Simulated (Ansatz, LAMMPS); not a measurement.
# Glassy ZnIn2Ga2O7 (108 atoms): geometry optimisation, part 2 of 2

How does glassy ZnIn2Ga2O7 (108 atoms) relax, and what do bonds, charges and levels look like afterwards?

Ansatz 0.2.0; Kohn-Sham DFT, LDA, PAW (set soft_2), plane waves.

The cell: 18 Ga, 18 In, 63 O and 9 Zn. The quench rate of 10 K/ps is orders of magnitude faster than experiment. The starting topology of bonds comes from the classical model. The Brillouin zone is sampled at Γ only, in a cell whose shortest periodic width is 11 Å.

So far, density (g/cm³): step 5 (distances and neighbours after relaxation) 6.34.

### Step 6. Single point at the relaxed geometry

The electronic structure is read at the final geometry, in a run of its own.

input.yaml reads:

```yaml
crystal:
  lattice:
    - [10.88286, 0.0, 0.0]
    - [0.0, 10.88286, 0.0]
    - [0.0, 0.0, 10.88286]
  atoms:
    - { symbol: Ga, position: [0.12513, 0.10689, 0.84887] }
    - { symbol: Ga, position: [0.06103, 0.77221, 0.40828] }
    - { symbol: Ga, position: [0.08569, 0.96499, 0.5889] }
    - { symbol: Ga, position: [0.44862, 0.1593, 0.30173] }
    - { symbol: Ga, position: [0.49336, 0.4625, 0.57788] }
    - { symbol: Ga, position: [0.26015, 0.75291, 0.59701] }
    - { symbol: Ga, position: [0.19775, 0.50411, 0.41892] }
    - { symbol: Ga, position: [0.33958, 0.26856, 0.53147] }
    - { symbol: Ga, position: [0.46871, 0.44327, 0.28864] }
    - { symbol: Ga, position: [0.73232, 0.61596, 0.76404] }
    - { symbol: Ga, position: [0.3836, 0.68471, 0.39083] }
    - { symbol: Ga, position: [0.57537, 0.71001, 0.57197] }
    - { symbol: Ga, position: [0.90656, 0.07971, 0.44757] }
    - { symbol: Ga, position: [0.95363, 0.84177, 0.82041] }
    - { symbol: Ga, position: [0.434, 0.96852, 0.56813] }
    - { symbol: Ga, position: [0.61789, 0.9645, 0.37021] }
    - { symbol: Ga, position: [0.62219, 0.16312, 0.55819] }
    - { symbol: Ga, position: [0.77872, 0.85579, 0.53159] }
    - { symbol: In, position: [0.46443, 0.65608, 0.86472] }
    - { symbol: In, position: [0.70786, 0.58727, 0.36094] }
    - { symbol: In, position: [0.06882, 0.89082, 0.09484] }
    - { symbol: In, position: [0.4559, 0.89547, 0.12264] }
    - { symbol: In, position: [0.63344, 0.93836, 0.78998] }
    - { symbol: In, position: [0.15273, 0.39005, 0.10459] }
    - { symbol: In, position: [0.72369, 0.01105, 0.06204] }
    - { symbol: In, position: [0.24899, 0.96773, 0.3586] }
    - { symbol: In, position: [0.94996, 0.40072, 0.85411] }
    - { symbol: In, position: [0.80376, 0.38024, 0.55063] }
    - { symbol: In, position: [0.95145, 0.17956, 0.11608] }
    - { symbol: In, position: [0.86274, 0.0949, 0.72877] }
    - { symbol: In, position: [0.29433, 0.37378, 0.83404] }
    - { symbol: In, position: [0.83261, 0.82381, 0.25953] }
    - { symbol: In, position: [0.17999, 0.63834, 0.90586] }
    - { symbol: In, position: [0.95926, 0.61917, 0.59763] }
    - { symbol: In, position: [0.6337, 0.31322, 0.80521] }
    - { symbol: In, position: [0.10291, 0.24553, 0.36447] }
    - { symbol: O, position: [0.53275, 0.58259, 0.45748] }
    - { symbol: O, position: [0.37659, 0.38087, 0.66455] }
    - { symbol: O, position: [0.26901, 0.28428, 0.00408] }
    - { symbol: O, position: [0.42565, 0.74424, 0.23626] }
    - { symbol: O, position: [0.7669, 0.57098, 0.58564] }
    - { symbol: O, position: [0.0484, 0.14247, 0.53662] }
    - { symbol: O, position: [0.29126, 0.73098, 0.76779] }
    - { symbol: O, position: [0.89866, 0.68405, 0.77277] }
    - { symbol: O, position: [0.12264, 0.47459, 0.83341] }
    - { symbol: O, position: [0.62258, 0.33985, 0.6148] }
    - { symbol: O, position: [0.08702, 0.77644, 0.60097] }
    - { symbol: O, position: [0.89049, 0.95378, 0.13143] }
    - { symbol: O, position: [0.5503, 0.588, 0.70193] }
    - { symbol: O, position: [0.6553, 0.77942, 0.42872] }
    - { symbol: O, position: [0.46922, 0.30121, 0.20468] }
    - { symbol: O, position: [0.67526, 0.13237, 0.75596] }
    - { symbol: O, position: [0.15527, 0.58755, 0.09376] }
    - { symbol: O, position: [0.82135, 0.94628, 0.85794] }
    - { symbol: O, position: [0.75843, 0.18994, 0.1127] }
    - { symbol: O, position: [0.28053, 0.04412, 0.90476] }
    - { symbol: O, position: [0.76459, 0.44648, 0.82665] }
    - { symbol: O, position: [0.21767, 0.21231, 0.74354] }
    - { symbol: O, position: [0.05652, 0.97551, 0.75894] }
    - { symbol: O, position: [0.42817, 0.08523, 0.14449] }
    - { symbol: O, position: [0.45013, 0.95112, 0.7433] }
    - { symbol: O, position: [0.79367, 0.9677, 0.38446] }
    - { symbol: O, position: [0.98235, 0.21714, 0.80099] }
    - { symbol: O, position: [0.45255, 0.36086, 0.43854] }
    - { symbol: O, position: [0.44536, 0.1468, 0.59828] }
    - { symbol: O, position: [0.13364, 0.20096, 0.18604] }
    - { symbol: O, position: [0.05675, 0.95143, 0.41118] }
    - { symbol: O, position: [0.32435, 0.53533, 0.29616] }
    - { symbol: O, position: [0.23466, 0.77909, 0.39585] }
    - { symbol: O, position: [0.25786, 0.94784, 0.57338] }
    - { symbol: O, position: [0.34937, 0.52882, 0.93428] }
    - { symbol: O, position: [0.64048, 0.9084, 0.20802] }
    - { symbol: O, position: [0.05536, 0.59586, 0.43136] }
    - { symbol: O, position: [0.61979, 0.98543, 0.55488] }
    - { symbol: O, position: [0.69028, 0.78557, 0.67942] }
    - { symbol: O, position: [0.29932, 0.59553, 0.52792] }
    - { symbol: O, position: [0.58901, 0.53352, 0.21346] }
    - { symbol: O, position: [0.18758, 0.35232, 0.50228] }
    [... 24 atom lines left out ...]
    - { symbol: Zn, position: [0.44293, 0.24117, 0.04668] }
    - { symbol: Zn, position: [0.74027, 0.25255, 0.28275] }
    - { symbol: Zn, position: [0.31961, 0.8847, 0.8549] }
    - { symbol: Zn, position: [0.24402, 0.10313, 0.08117] }
    - { symbol: Zn, position: [0.00764, 0.58406, 0.23089] }
    - { symbol: Zn, position: [0.67759, 0.60459, 0.08317] }
kpoints:
  mp_grid: { grid: [1, 1, 1] }
hamiltonian:
  xc: lda
scf:
  occupations: { method: gaussian, width: 0.025 }
output:
  forces: true
  stress: true
  populations: true
  dos:
    method: { smearing: { sigma: 0.08 } }
    de: 0.1
    projected: { site_lists: { Ga: [Ga], In: [In], O: [O], Zn: [Zn] } }
  eigenvalues: true
  write_density: true
  write_potential: true
  volumetric_format: npy
  elf: true
```

The run is started by

```console
ansatz run input.yaml --threads 4 --pin off --max-ram 8192MiB --backend cpu --events-out ev --progress --plain --runs-dir out
```

The job ended after 37 s (4 threads of Arm Neoverse V2, shared host; peak memory 2.1 GiB).

Numbers from this run:

```yaml
free_energy: -229162.8221 eV
free_energy_per_atom: -2121.8780 eV/atom
scf_cycles: 11
pressure: -0.5735 GPa
r_m_s_force_component: 0.00339 eV/Å
longest_force: 0.01921 eV/Å
fermi_energy: 8.519 eV
spacing_of_highest_filled_and_lowest_empty_level: 0.8513 eV
spilling_of_the_projection: 0.004202
```

Löwdin charges by element and coordination (they lack the spilled electrons, 0.037 e an atom on average):

```
element  coordination  atoms  mean charge (e)  spread   least    most
     Ga           all     18            0.933  0.0285   0.857   0.988
     Ga             4      2            0.967  0.0214   0.945   0.988
     Ga             5      6            0.929  0.0358   0.857   0.968
     Ga             6     10            0.928  0.0185   0.887   0.951
     In           all     18             1.11   0.032    1.06    1.16
     In             4      1             1.14       0    1.14    1.14
     In             5      6             1.09  0.0242    1.06    1.12
     In             6     10             1.11  0.0332    1.06    1.16
     In             7      1             1.14       0    1.14    1.14
      O           all     63           -0.732  0.0892  -0.992  -0.602
      O             3     16           -0.743  0.0718  -0.851  -0.639
      O             4     44            -0.73  0.0932  -0.992  -0.602
      O             5      3           -0.714   0.106  -0.863  -0.634
     Zn           all      9             1.49  0.0134    1.47    1.52
     Zn             3      1             1.47       0    1.47    1.47
     Zn             4      4             1.49  0.0048    1.49    1.50
     Zn             5      3             1.50  0.0109    1.49    1.52
     Zn             6      1             1.50       0    1.50    1.50
```

Density of states as counts of states in windows of 1 eV (from the Fermi level), total and the larger projections:

```csv
from (eV),to (eV),total,O p,Zn d,O s,In d,Ga d
-18,-17,78.2,0.3,0.4,57.5,4.9,3.8
-17,-16,0.1,0.0,0.0,0.1,0.0,0.0
-16,-15,0.0,0.0,0.0,0.0,0.0,0.0
-15,-14,14.9,0.4,0.0,0.1,2.6,11.8
-14,-13,249.8,5.3,0.1,2.2,97.3,143.4
-13,-12,92.4,1.6,0.1,6.5,67.2,15.4
-12,-11,3.0,0.1,0.0,0.5,2.2,0.1
-11,-8,0.0,0.0,0.0,0.0,0.0,0.0
-8,-7,20.4,11.7,1.2,0.6,0.2,0.3
-7,-6,45.6,22.1,12.1,1.2,0.4,0.4
-6,-5,83.4,28.6,43.4,1.5,0.5,0.4
-5,-4,67.3,35.4,18.8,1.8,0.5,0.4
-4,-3,62.6,45.7,5.7,1.5,0.6,0.4
-3,-2,73.1,61.6,3.1,1.0,0.7,0.6
-2,-1,93.7,84.8,3.0,0.6,1.1,0.8
-1,0,21.9,19.2,1.7,0.1,0.2,0.1
0,1,2.0,0.2,0.0,0.6,0.0,0.0
1,2,0.0,0.0,0.0,0.0,0.0,0.0
2,3,8.0,2.5,0.0,1.1,0.0,0.0
3,4,12.2,3.4,0.0,1.5,0.0,0.0
4,5,26.5,6.7,0.0,2.6,0.0,0.0
```

The curve was stored every 0.10 eV, coarse against its broadening of 0.08 eV, so these counts are rough.

Between -20 and -18 eV lie 48 more states.

The levels nearest the highest filled one (over half full), pooled over k-points and spins:

```
level less the highest filled one (eV)  occupation
                                -0.340           2
                                -0.318           2
                                -0.263           2
                                -0.235           2
                                -0.153           2
                                     0           2
                                 0.851           0
                                  2.73           0
                                  3.15           0
                                  3.31           0
                                  3.34           0
                                  3.50           0
```

Electrostatic potential energy in the bc plane at fractional x = 0.443, with atoms of Ga and In and O and Zn within 0.2 Å of it. With pseudopotentials it is smooth inside the atoms' cores, unlike the true potential.

Ten even steps from '0' (-33 eV) to '9' (14 eV), each cell a mean:
```
9999987568999999999878888999999
9999998657999999986323689999999
9999997103899999973000278999999
9986677425999999973000268999999
8853347889999999986323589999766
5853247999999999998877899998300
6886678999999999999999999998300
8998889999987888999999999999866
6785227999987656799999999998755
4572004899986444689999974587444
4586237888887444689999820047444
5799999888877766899999841268644
8999999997212889999887887899887
4899999996101799998755579999963
0488667899645788998644468999820
2675444689986445898765689999951
8864444589864444689988778999998
9975444676764444699997103899999
9987667730267556899997102787778
8512689831379889999999757741137
8300488777899999999999998510004
8744773225899999999999998510015
9999851002799999999999999853357
9999962014899999999999988888889
```
Columns run along b (10.9 Å; values clipped at the 3rd and 97th percentile), rows up along c (10.9 Å). Atoms in or near the plane, at fractional coordinates: Ga at (0.16, 0.30), Ga at (0.97, 0.57), In at (0.90, 0.12), O at (0.74, 0.24), O at (0.09, 0.14), O at (0.95, 0.74), O at (0.36, 0.44), O at (0.15, 0.60), O at (0.79, 0.54), O at (0.98, 0.38), Zn at (0.24, 0.05).

Valence density in the bc plane at fractional x = 0.443, with atoms of Ga and In and O and Zn within 0.2 Å of it. It is the smooth field of the valence electrons, not physical close to the nuclei.

Ten steps, logarithmic in the rise over the least value, from '_' (0 e/Å³) to '@' (30 e/Å³), each cell a mean:
```
__________....::::..____________..............::::::..________
__________..::--==--..________......::--==--::......__________
__________..--++++==::__________....--++****==..______________
____........--==++--::____________..--**##**==..________......
::..::--==::::::::....______________..--==--::________..::----
--::::--==::..________________________......__________::++****
--....::::..________........__________________________::++**++
::......::::..______..::--::..________________________..::----
::..::==++++--..____..::--::::....____________......__....----
++::--++****==::____....::--==--..__________..--====::..--##%%
**::::--++==--....__......--==--..__________::++****==::==%%@@
--..................::--::::::........____..::==++++--..::--==
::..____________..--++++++::..__..............::::::..__....::
==::..__________..--++**++--..____......::::::....______..--++
**==::........____::--==--::..______....::--::..________::++**
++--::::****==..____..::::----::..____....::::..________::==++
::....==@@@@**::........==####==..______..::----::..______..::
____..--**##==::------::--####==..______..--++**==::..________
....::--::::::::==**++--::::::..________..--++**++--........__
::==++++--....::==++==--..________________::------::--==++--..
::==****==::..::::--::..____________________......::++####++--
..--====--::==**++::..__________________________..::++****++::
__........::**@@%%==..________________________......::----::..
__________::++##**--..______________________..::::::......____
```
Columns run along b (10.9 Å), rows up along c (10.9 Å). Atoms in or near the plane, at fractional coordinates: Ga at (0.16, 0.30), Ga at (0.97, 0.57), In at (0.90, 0.12), O at (0.74, 0.24), O at (0.09, 0.14), O at (0.95, 0.74), O at (0.36, 0.44), O at (0.15, 0.60), O at (0.79, 0.54), O at (0.98, 0.38), Zn at (0.24, 0.05).

Mean Löwdin charges: Ga +0.93, In +1.11, O -0.73, Zn +1.49 e (they miss 0.42 % of the electrons, so they add up to more than the cell's charge).

Local excerpt of 12 atoms (numbers count through the whole input) about Zn108, which has 3 bonded neighbours where the commonest count for Zn is 4; x, y, z are measured from there.

| atom | x | y | z | distance (Å) | bonds | Löwdin charge (e) |
| --- | --- | --- | --- | --- | --- | --- |
| Zn108 | 0.00 | 0.00 | 0.00 | 0.00 | 3 | 1.47 |
| O93 | -0.30 | 0.54 | -1.77 | 1.87 | 3 | -0.81 |
| O77 | -0.96 | -0.77 | 1.42 | 1.88 | 3 | -0.85 |
| O96 | 1.46 | 0.38 | 1.29 | 1.98 | 4 | -0.88 |
| In20 | 0.33 | -0.19 | 3.02 | 3.05 | 6 | 1.11 |
| In19 | -2.32 | 0.56 | -2.38 | 3.37 | 5 | 1.06 |
| O57 | 0.95 | -1.72 | -2.79 | 3.41 | 3 | -0.68 |
| In32 | 1.69 | 2.39 | 1.92 | 3.50 | 7 | 1.14 |
| Ga10 | 0.60 | 0.12 | -3.47 | 3.53 | 6 | 0.93 |
| O40 | -2.74 | 1.52 | 1.67 | 3.55 | 3 | -0.79 |
| O72 | -0.40 | 3.31 | 1.36 | 3.60 | 4 | -0.69 |
| Ga9 | -2.27 | -1.76 | 2.24 | 3.64 | 4 | 0.95 |

The column of bonds counts only the pairs O-Ga within 2.43 Å, O-In within 2.77 Å, O-Zn within 2.48 Å; other neighbours, such as metal atoms beside each other in a compound, aren't counted, and periodic images can show an atom twice.

### Step 7. What came out

| Quantity | Value |
| --- | --- |
| energy change in the relaxation | -66.14 meV/atom |
| r.m.s. displacement | 0.353 Å |
| largest displacement | 1.195 Å |
| free energy per atom | -2121.8780 eV/atom |
| pressure | -0.5735 GPa |
| r.m.s. force component | 0.00339 eV/Å |
| gap (highest filled to lowest empty level) | 0.8513 eV |
| wall time of the 3 DFT runs | 8.8 min |

**Reading.** Relaxation lowers the energy by 66.1 meV/atom and moves atoms by 0.35 Å r.m.s.; the r.m.s. force component goes from 0.69 to 0.0034 eV/Å, the pressure goes from -2.3 to -0.57 GPa, and the gap from 0.887 to 0.851 eV. By the final cutoffs 14 of 242 bonded pairs parted and 11 joined. From the first step to the last the energy fell by 7.143 eV, and the largest move was 1.19 Å (Zn102, with 1 other atom within 2 % of it). The O-Ga bonds change most in mean length: from 2.037 Å (spread 0.134) to 1.965 Å (spread 0.096), and their number from 104 to 98. Counting bonds as in the table, 56 % of Ga atoms have 6, 56 % of In atoms have 6, 70 % of O atoms have 4 and 44 % of Zn atoms have 4 bonded neighbours. Counting bonds to Ga alone, not to In and Zn, 16 % of the oxygens join two of these atoms and 30 % one; 27 % join three; 3 % join four; 24 % join none. Between filled and empty levels lie 0.851 eV (at Γ alone); a local or semilocal functional tends to put such gaps too low. In a disordered cell it changes from sample to sample, and tail or defect levels can set it.

Caveats: The starting topology of bonds comes from the classical model; in DFT 14 of its 242 bonded pairs passed out of the cutoffs and 11 came within them.

Calculation beside experiment:

| quantity | measured | this cell | difference | method of the measurement |
| --- | --- | --- | --- | --- |
| optical gap | 3.63 eV | 0.851 eV | -2.78 eV | UV-vis absorption, Tauc plot |

The network comes from the model that made the cell; in DFT 14 of its 242 bonded pairs passed out of the cutoffs and 11 came within them. An optical gap and a spacing of Kohn–Sham levels are different quantities.

[Logs are printed without paths, hosts, clocks, repeated set-up lines and the standing remarks that a program may print on its own settings, such as how far it seeks lower states.]

[Hosts, paths, dates, database ids (printed as entryN), source tags and the programs' standing remarks are cut or masked in the printed files.]
